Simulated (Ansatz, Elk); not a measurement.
**Bonding as seen by X-rays: Ga2Re2B3**

The structure of Ga2Re2B3 used here is made up (a known structure type with other elements) and was relaxed beforehand with PBE. The aim is the Fourier transform of its all-electron density, F(hkl), set beside the sum over free spherical atoms that refinements use.

Method: DFT, PBE, all-electron APW+lo, Dirac cores, scalar-relativistic bands, static density, no spin, in Elk 11.2.3 (patched build).

The structure was built from a prototype and need not be the compound's stable phase.

### Step 1. The starting structure

The structure is trigonal, space group R-3m (No. 166). Conventional cell: a = 2.982 Å, b = 2.982 Å, c = 31.625 Å, α = 90.00°, β = 90.00°, γ = 120.00°. Nearest to Re lie 6 B at 2.31 Å. Nearest to Ga lie 3 B at 2.33 Å. Nearest to B lie 6 Ga at 2.33 Å. B has 3 B at 1.72 Å and 6 Re at 2.31 Å nearest. Farther neighbours are not listed.

### Step 2. Ground state and structure factors

An all-electron density is needed, since X-rays see the cores too. Task 0 finds the density and task 195 Fourier-transforms it; tshift is off so that phases refer to the origin typed.

Contents of elk.in:

```
tasks
  0
  195

xctype
  20

spinpol
  .false.

rgkmax
  7.0

gmaxvr
  14.0

lmaxo
  7

lmaxapw
  8

swidth
  0.002

tshift
  .false.

ramdisk
  .false.

hmaxvr
  5.5

maxscl
  120

epspot
  1e-06

sppath
  './'

avec
  2.81734232863 1.62659335183 19.92084852048
  -2.81734232863 1.62659335183 19.92084852048
  -0.00000000000 -3.25318670366 19.92084852048

atoms
  3
  'Re.in'
  2
  0.9512554587 0.9512554587 0.9512554587   0.000000 0.000000 0.000000
  0.0487445413 0.0487445413 0.0487445413   0.000000 0.000000 0.000000
  'Ga.in'
  2
  0.7837742036 0.7837742036 0.7837742036   0.000000 0.000000 0.000000
  0.2162257964 0.2162257964 0.2162257964   0.000000 0.000000 0.000000
  'B.in'
  3
  0.5000000000 0.5000000000 0.5000000000   0.000000 0.000000 0.000000
  0.6667831975 0.6667831975 0.6667831975   0.000000 0.000000 0.000000
  0.3332168025 0.3332168025 0.3332168025   0.000000 0.000000 0.000000

ngridk
  9 9 9
```

Run with:

```
$ OMP_NUM_THREADS=4 elk
```

Numbers of over 12 decimals in the logs are rounded to 6 here.

The log of the run:

```text
┌─────────────────────────┐
│ Elk code version 11.2.3 │
└─────────────────────────┘

All units are atomic (Hartree, Bohr, etc.)

┌─────────────────────────────────────────────────┐
│ Ground-state run starting from atomic densities │
└─────────────────────────────────────────────────┘

Lattice vectors :
   2.817342329       1.626593352       19.92084852
  -2.817342329       1.626593352       19.92084852
  -0.000000000      -3.253186704       19.92084852

Reciprocal lattice vectors :
   1.115090851      0.6437980028      0.1051358380
  -1.115090851      0.6437980028      0.1051358380
 -0.5746804545E-17  -1.287596006      0.1051358380

Unit cell volume      :    547.7440854
Brillouin zone volume :   0.4528578584

Muffin-tin inner radius fraction :   0.1000000000E-01

Nuclei treated as point charges

Species : 1 (Re)
 parameters loaded from : Re.in
 name : rhenium
 nuclear charge    :   -75.00000000
 electronic charge :    75.00000000
 atomic mass :    339434.5964
 muffin-tin radius :    2.743128117
 number of radial points in muffin-tin :   1393
 inner part over the whole radius :   0.9943089372E-02
 number on inner part of muffin-tin    :    999
 approximate nuclear radius :   0.1014829593E-03
 number of mesh points to nuclear radius :    521
 atomic positions (lattice), magnetic fields (Cartesian) :
  1 :  -0.04874454 -0.04874454 -0.04874454    0.00000000  0.00000000  0.00000000
  2 :   0.04874454  0.04874454  0.04874454    0.00000000  0.00000000  0.00000000

Species : 2 (Ga)
 parameters loaded from : Ga.in
 name : gallium
 nuclear charge    :   -31.00000000
 electronic charge :    31.00000000
 atomic mass :    127097.2539
 muffin-tin radius :    2.400000000
 number of radial points in muffin-tin :    993
 inner part over the whole radius :   0.9952882137E-02
 number on inner part of muffin-tin    :    702
 approximate nuclear radius :   0.7562051033E-04
 number of mesh points to nuclear radius :    339
 atomic positions (lattice), magnetic fields (Cartesian) :
  1 :  -0.21622580 -0.21622580 -0.21622580    0.00000000  0.00000000  0.00000000
  2 :   0.21622580  0.21622580  0.21622580    0.00000000  0.00000000  0.00000000

Species : 3 (B)
 parameters loaded from : B.in
 name : boron
 nuclear charge    :   -5.000000000
 electronic charge :    5.000000000
 atomic mass :    19707.24742
 muffin-tin radius :    1.569077375
 number of radial points in muffin-tin :    593
 inner part over the whole radius :   0.9907899492E-02
 number on inner part of muffin-tin    :    403
 approximate nuclear radius :   0.4534157419E-04
 number of mesh points to nuclear radius :    163
 atomic positions (lattice), magnetic fields (Cartesian) :
  1 :   0.50000000  0.50000000  0.50000000    0.00000000  0.00000000  0.00000000
  2 :  -0.33321680 -0.33321680 -0.33321680    0.00000000  0.00000000  0.00000000
  3 :   0.33321680  0.33321680  0.33321680    0.00000000  0.00000000  0.00000000

Total number of atoms per unit cell :    7
Total muffin-tin volume :    337.2811371
 ratio of muffin-tin to unit cell volume :   0.6157640878

Spin treatment :
 spin-unpolarised

Number of Bravais lattice symmetries :   12
Number of crystal symmetries         :   12
Crystal has inversion symmetry
Real symmetric eigensolver will be used

k-point grid :      9     9     9
k-point offset :    0.000000000       0.000000000       0.000000000
k-point set is reduced with full crystal symmetry group
Total number of k-points :       85

Muffin-tin radius times maximum |G+k| :    7.000000000
 using average radius
Maximum |G+k| for APW functions       :    3.268085373
Maximum (1/2)|G+k|²                   :    5.340191002
Maximum |G| for potential and density :    14.00000000
Constant for pseudocharge density :   10
 order of it for each species :   17  17  17
 order of it for pair densities of each species (exact exchange by exxq0 0: 18) :   16  12   4
Radial integration step length :    1

G-vector grid sizes :     90    90    90
Number of G-vectors :    25421

[...]
electron entropic           :    -0.17162402193672E-02
 total energy                :     -37402.628668821

Density of states at Fermi energy :    140.8291297
 (states/Hartree/unit cell)

Estimated indirect band gap :   0.9819422290E-04
 from k-point 4 to k-point 38
Estimated direct band gap   :   0.6381240687E-02
 at k-point 3

Charges :
 core                        :    134.0000000
 valence                     :    93.00000000
 interstitial                :    8.710071665
 muffin-tins (core leakage)
  species : 1 (Re)
[...]
species : 2 (Ga)
[...]
species : 3 (B)
[...]
total in muffin-tins        :    218.2899283
 total calculated charge     :    226.9934789
 total charge                :    227.0000000
 error                       :   0.6521091115E-02

RMS change in Kohn-Sham potential (target) :    2.581384290     (  0.1000000000E-05)
Absolute change in total energy (target)   :    2.334192741     (  0.1000000000E-03)

[... loops 3 to 21 left out ...]

┌──────────────────┐
│ Loop number : 22 │
└──────────────────┘

Energies :
 Fermi                       :     0.398959
 sum of occupied eigenvalues :     -22745.380737100
 electron kinetic            :      41851.820028393
 core electron kinetic       :      40186.667616441
 Coulomb                     :     -78420.378869408
 Coulomb potential           :     -63512.416395526
 nuclear-nuclear             :     -2909.9164263072
 electron-nuclear            :     -87584.554255490
 Hartree                     :      12074.091812389
 Madelung                    :     -46664.170671645
 xc potential                :     -1084.7843699664
 exchange                    :     -817.42791437615
 correlation                 :     -12.781629264206
 electron entropic           :    -0.13824961351752E-02
 total energy                :     -37398.769767152

Density of states at Fermi energy :    100.6480946
 (states/Hartree/unit cell)

Estimated indirect band gap :   0.7517218814E-03
 from k-point 53 to k-point 8
Estimated direct band gap   :   0.4952124599E-02
 at k-point 38

Charges :
 core                        :    134.0000000
 valence                     :    93.00000000
 interstitial                :    8.223262863
 muffin-tins (core leakage)
  species : 1 (Re)
[...]
species : 2 (Ga)
[...]
species : 3 (B)
[...]
total in muffin-tins        :    218.7767371
 total calculated charge     :    226.9943939
 total charge                :    227.0000000
 error                       :   0.5606090755E-02

RMS change in Kohn-Sham potential (target) :   0.7347636307E-06 (  0.1000000000E-05)
Absolute change in total energy (target)   :   0.2471359039E-04 (  0.1000000000E-03)

Convergence targets achieved

┌──────────────────┐
│ Loop number : 23 │
└──────────────────┘

Energies :
 Fermi                       :     0.398959
 sum of occupied eigenvalues :     -22745.380753138
 electron kinetic            :      41851.820020293
 core electron kinetic       :      40186.667607151
 Coulomb                     :     -78420.378877372
 Coulomb potential           :     -63512.416416276
 nuclear-nuclear             :     -2909.9164263072
 electron-nuclear            :     -87584.554250734
 Hartree                     :      12074.091799669
 Madelung                    :     -46664.170669234
 xc potential                :     -1084.7843571552
 exchange                    :     -817.42791467065
 correlation                 :     -12.781629268457
 electron entropic           :    -0.13824963774781E-02
 total energy                :     -37398.769783514

Density of states at Fermi energy :    100.6481154
 (states/Hartree/unit cell)

Estimated indirect band gap :   0.7517294388E-03
 from k-point 53 to k-point 8
Estimated direct band gap   :   0.4952126795E-02
 at k-point 38

Charges :
 core                        :    134.0000000
 valence                     :    93.00000000
 interstitial                :    8.223262844
 muffin-tins (core leakage)
  species : 1 (Re)
[...]
species : 2 (Ga)
[...]
species : 3 (B)
   atom 1                    :    3.270107783     (  0.3274400490E-03)
   atom 2                    :    3.608745033     (  0.3448814256E-03)
   atom 3                    :    3.608745033     (  0.3448814256E-03)
 total in muffin-tins        :    218.7767372
 total calculated charge     :    226.9943939
 total charge                :    227.0000000
 error                       :   0.5606089837E-02

┌──────────────────────────────┐
│ Self-consistent loop stopped │
└──────────────────────────────┘

Warning : core states of species 2 leak from the muffin-tin :   0.7603352244E-03

Warning : core states of species 3 leak from the muffin-tin :   0.3448814256E-03

Wrote STATE.OUT
```

It took 3.2 min on 4 threads of Intel Xeon Platinum 8488C (Sapphire Rapids), shared host; peak memory 0.46 GiB.

SFACRHO.OUT:

```text

h k l indices transformed by vhmat matrix:
   1.000000000       0.000000000       0.000000000    
   0.000000000       1.000000000       0.000000000    
   0.000000000       0.000000000       1.000000000    

      h      k      l  multipl.   |H|            Re(F)            Im(F)           |F|

      0      0      0      1   0.0000000       227.00000      0.11626674E-15   227.00000    
     -1     -1     -1      2  0.31540751       58.393784      0.71543142E-13   58.393784    
     -2     -2     -2      2  0.63081503      -41.794413      0.73622598E-13   41.794413    
      3      3      3      2  0.94622254      -70.768342      0.35552861E-12   70.768342    
     -4     -4     -4      2   1.2616301      -142.95729      0.38012206E-12   142.95729    
      0      0      1      6   1.2918812       126.14148      0.13065037E-13   126.14148    
     -1      0     -1      6   1.3046523       58.381173      0.69363470E-13   58.381173    
      1      2      1      6   1.3545332       75.298104      0.10618312E-12   75.298104    
     -2     -1     -2      6   1.3907703       42.167433     -0.17245849E-12   42.167433    
      2      3      2      6   1.4830803      -119.70051     -0.25132381E-12   119.70051    
      3      2      3      6   1.5379630      -99.909820     -0.42995850E-13   99.909820    
      5      5      5      2   1.5770376      -9.8154274      0.37250203E-13   9.8154274    
     -3     -4     -3      6   1.6623050      -94.655013     -0.18742390E-12   94.655013    
      3      4      4      6   1.7307173      -151.87985     -0.25251154E-12   151.87985    
     -4     -5     -4      6   1.8777520      -64.295587     -0.15416744E-12   64.295587    
      6      6      6      2   1.8924451       121.89101      0.46528977E-12   121.89101    
      5      4      5      6   1.9556069      -4.4173761      0.43708488E-12   4.4173761    
      5      5      6      6   2.1183982      -19.795133     -0.51642529E-12   19.795133
```

Elk indexes on the primitive cell of elk.in and gives |H| = 4π sin θ/λ in inverse bohr. Below, one row stands for each form hkl of the conventional cell (m members, Friedel mates merged), F is for one primitive cell and the density is static (no thermal factor). Free-atom factors are Waasmaier and Kirfel's, and R is Σm||F|−|F'||/Σm|F|.

| hkl | m | sin θ/λ (Å⁻¹) | abs F, DFT | neutral atoms | diff. |
| --- | --- | --- | --- | --- | --- |
| 003 | 2 | 0.047 | 58.394 | 58.325 | +0.069 |
| 006 | 2 | 0.095 | 41.794 | 42.061 | -0.267 |
| 009 | 2 | 0.142 | 70.768 | 71.002 | -0.234 |
| 0 0 12 | 2 | 0.190 | 142.957 | 143.845 | -0.888 |
| 101 | 6 | 0.194 | 126.141 | 126.667 | -0.526 |
| 012 | 6 | 0.196 | 58.381 | 58.423 | -0.042 |
| 104 | 6 | 0.204 | 75.298 | 75.535 | -0.237 |
| 015 | 6 | 0.209 | 42.167 | 42.668 | -0.501 |
| 107 | 6 | 0.223 | 119.701 | 119.875 | -0.174 |
| 018 | 6 | 0.231 | 99.910 | 100.156 | -0.246 |
| 0 0 15 | 2 | 0.237 | 9.815 | 9.999 | -0.183 |
| 1 0 10 | 6 | 0.250 | 94.655 | 94.814 | -0.159 |
| 0 1 11 | 6 | 0.260 | 151.880 | 152.450 | -0.570 |
| 1 0 13 | 6 | 0.282 | 64.296 | 64.368 | -0.073 |
| 0 0 18 | 2 | 0.285 | 121.891 | 122.777 | -0.886 |
| 0 1 14 | 6 | 0.294 | 4.417 | 4.002 | +0.415 |
| 1 0 16 | 6 | 0.319 | 19.795 | 19.799 | -0.004 |
| 0 1 17 | 6 | 0.331 | 29.278 | 29.314 | -0.035 |

### Step 3. The highest occupied states alone

An energy window below the Fermi level keeps the highest occupied states, to see at which angles they scatter; shallow core shells can lie inside it and anion s states outside. No new self-consistency is needed.

elk.in, as its differences from that of step 2:

```diff
@@ -1,3 +1,2 @@
 tasks
-  0
   195
@@ -40,2 +39,5 @@
 
+wsfac
+  0.031470 0.698960
+
 sppath
```

Run with:

```
$ OMP_NUM_THREADS=4 elk
```

The log of the run:

```text
┌─────────────────────────────────┐
│ Elk code version 11.2.3 started │
└─────────────────────────────────┘

Info(readinput): the functional depends on the density's gradient
 muffin-tin radial points multiplied by    2.00000
 (not where nrmtscf is given)

┌────────────────────┐
│ Current task : 195 │
└────────────────────┘
Info(checkmt): changed muffin-tin radius of species 1 (Re) from   2.8000 to   2.7431
Info(checkmt): changed muffin-tin radius of species 3 (B) from   1.8000 to   1.5691

Info(sfacrho): density structure factors written to SFACRHO.OUT

 Energy window :   0.3147000000E-01  0.6989600000

┌──────────────────┐
│ Elk code stopped │
└──────────────────┘
```

Elapsed: 10 s, on 4 threads; peak memory 0.26 GiB.

States within 10 eV below the Fermi level hold 25.49 electrons; any levels below the window count with the cores, and a count that is not whole means the window cuts a band. Their amplitudes can exceed the total, where window and core parts have opposite phase:

| hkl | sin θ/λ (Å⁻¹) | abs F, window | abs F, all |
| --- | --- | --- | --- |
| 003 | 0.047 | 5.534 | 58.394 |
| 006 | 0.095 | 1.104 | 41.794 |
| 009 | 0.142 | 3.296 | 70.768 |
| 0 0 12 | 0.190 | 1.061 | 142.957 |
| 101 | 0.194 | 1.404 | 126.141 |
| 012 | 0.196 | 2.013 | 58.381 |
| 104 | 0.204 | 1.386 | 75.298 |
| 015 | 0.209 | 0.930 | 42.167 |
| 107 | 0.223 | 2.470 | 119.701 |
| 018 | 0.231 | 1.209 | 99.910 |

### Step 4. Another functional

The difference from free atoms is small, so it is set against the change that PBEsol makes.

elk.in, as its differences from that of step 3:

```diff
@@ -1,2 +1,3 @@
 tasks
+  0
   195
@@ -4,3 +5,3 @@
 xctype
-  20
+  22
 
@@ -39,5 +40,2 @@
 
-wsfac
-  0.031470 0.698960
-
 sppath
```

Run with:

```
$ OMP_NUM_THREADS=4 elk
```

The log of the run:

```text
┌─────────────────────────┐
│ Elk code version 11.2.3 │
└─────────────────────────┘

All units are atomic (Hartree, Bohr, etc.)

┌─────────────────────────────────────────────────┐
│ Ground-state run starting from atomic densities │
└─────────────────────────────────────────────────┘

Lattice vectors :
   2.817342329       1.626593352       19.92084852
  -2.817342329       1.626593352       19.92084852
  -0.000000000      -3.253186704       19.92084852

Reciprocal lattice vectors :
   1.115090851      0.6437980028      0.1051358380
[...]
species : 3 (B)
[...]
atom 2                    :    3.602167710     (  0.3576159029E-03)
   atom 3                    :    3.602167710     (  0.3576159029E-03)
 total in muffin-tins        :    218.7836475
 total calculated charge     :    226.9943544
 total charge                :    227.0000000
 error                       :   0.5645555587E-02

┌──────────────────────────────┐
│ Self-consistent loop stopped │
└──────────────────────────────┘

Warning : core states of species 2 leak from the muffin-tin :   0.7725626125E-03

Warning : core states of species 3 leak from the muffin-tin :   0.3576159029E-03

Wrote STATE.OUT
[key lines of the parts left out:]
total energy                :     -37385.833648448
```

Run time: 3.1 min. Hardware: 4 threads; peak memory 0.47 GiB; 10 min of CPU time.

Against the first run R = 0.01 %; the largest change is -0.038 at 110.

### Step 5. Basis size

The basis and the expansions that go with it are enlarged, to see whether the differences are converged.

elk.in, as its differences from that of step 4:

```diff
@@ -5,3 +5,3 @@
 xctype
-  22
+  20
 
@@ -11,12 +11,12 @@
 rgkmax
-  7.0
+  8.5
 
 gmaxvr
-  14.0
+  18.0
 
 lmaxo
-  7
+  9
 
 lmaxapw
-  8
+  10
```

Run with:

```
$ OMP_NUM_THREADS=4 elk
```

The log of the run:

```text
┌─────────────────────────┐
│ Elk code version 11.2.3 │
└─────────────────────────┘

All units are atomic (Hartree, Bohr, etc.)

┌─────────────────────────────────────────────────┐
│ Ground-state run starting from atomic densities │
└─────────────────────────────────────────────────┘

Lattice vectors :
   2.817342329       1.626593352       19.92084852
  -2.817342329       1.626593352       19.92084852
  -0.000000000      -3.253186704       19.92084852

Reciprocal lattice vectors :
   1.115090851      0.6437980028      0.1051358380
[...]
species : 3 (B)
[...]
atom 2                    :    3.614595522     (  0.3452316626E-03)
   atom 3                    :    3.614595522     (  0.3452316626E-03)
 total in muffin-tins        :    218.7959683
 total calculated charge     :    226.9973799
 total charge                :    227.0000000
 error                       :   0.2620119735E-02

┌──────────────────────────────┐
│ Self-consistent loop stopped │
└──────────────────────────────┘

Warning : core states of species 2 leak from the muffin-tin :   0.7600928058E-03

Warning : core states of species 3 leak from the muffin-tin :   0.3452316626E-03

Wrote STATE.OUT
[key lines of the parts left out:]
total energy                :     -37398.776437630
```

It took 7.2 min on 4 threads; peak memory 0.91 GiB.

Against the first run R = 0.01 %; the largest change is -0.018 at 0 0 33.

### Step 6. Settings against the effect

| run | R against the first run (%) | R against neutral atoms, low angle (%) | wall time |
| --- | --- | --- | --- |
| PBE, rgkmax 7 | 0.00 | 0.38 | 3.2 min |
| PBEsol | 0.01 | 0.39 | 3.1 min |
| rgkmax 8.5 with larger expansions | 0.01 | 0.38 | 7.2 min |

### Step 7. Outcome

```json
{"R against neutral atoms, sin θ/λ < 0.3 Å⁻¹": "0.38 %", "R against neutral atoms, 0.3 to 0.75 Å⁻¹": "0.18 %"}
```

Independent neutral atoms miss the calculated amplitudes by R = 0.38 % below 0.3 Å⁻¹ and 0.18 % from there to 0.75 Å⁻¹; by shells, 0.33 % below 0.15 Å⁻¹ (3 forms), 0.39 % 0.15 to 0.3 (13 forms), 0.12 % 0.3 to 0.45 (27 forms), 0.20 % above 0.45 (106 forms). Bonding, aspherical density and the tables' own atoms all enter these figures, and the runs don't part them. The largest change of an amplitude is -0.89 electrons, at 0 0 12. The window's part falls from 25.5 electrons at the origin to at most 0.32 between 0.45 and 0.75 Å⁻¹. Below 0.3 Å⁻¹ the changes that finished (PBEsol and rgkmax 8.5 with larger expansions) move F by R = 0.02 % at most, against the 0.38 % that separates it from free atoms. The k-mesh has no finished test. These runs have no spin, though d or f shells may be open. Spin-orbit coupling is left out, which can matter for elements this heavy. Part of the difference isn't bonding: the tables are fits to free atoms and ions calculated by other methods than this functional. Thermal motion, anomalous dispersion and extinction are left out.

[Logs are printed without paths, hosts, clocks, repeated set-up lines and the standing remarks that a program may print on its own settings, such as how far it seeks lower states.]

[Hosts, paths, dates, database ids (printed as entryN), source tags and the programs' standing remarks are cut or masked in the printed files.]
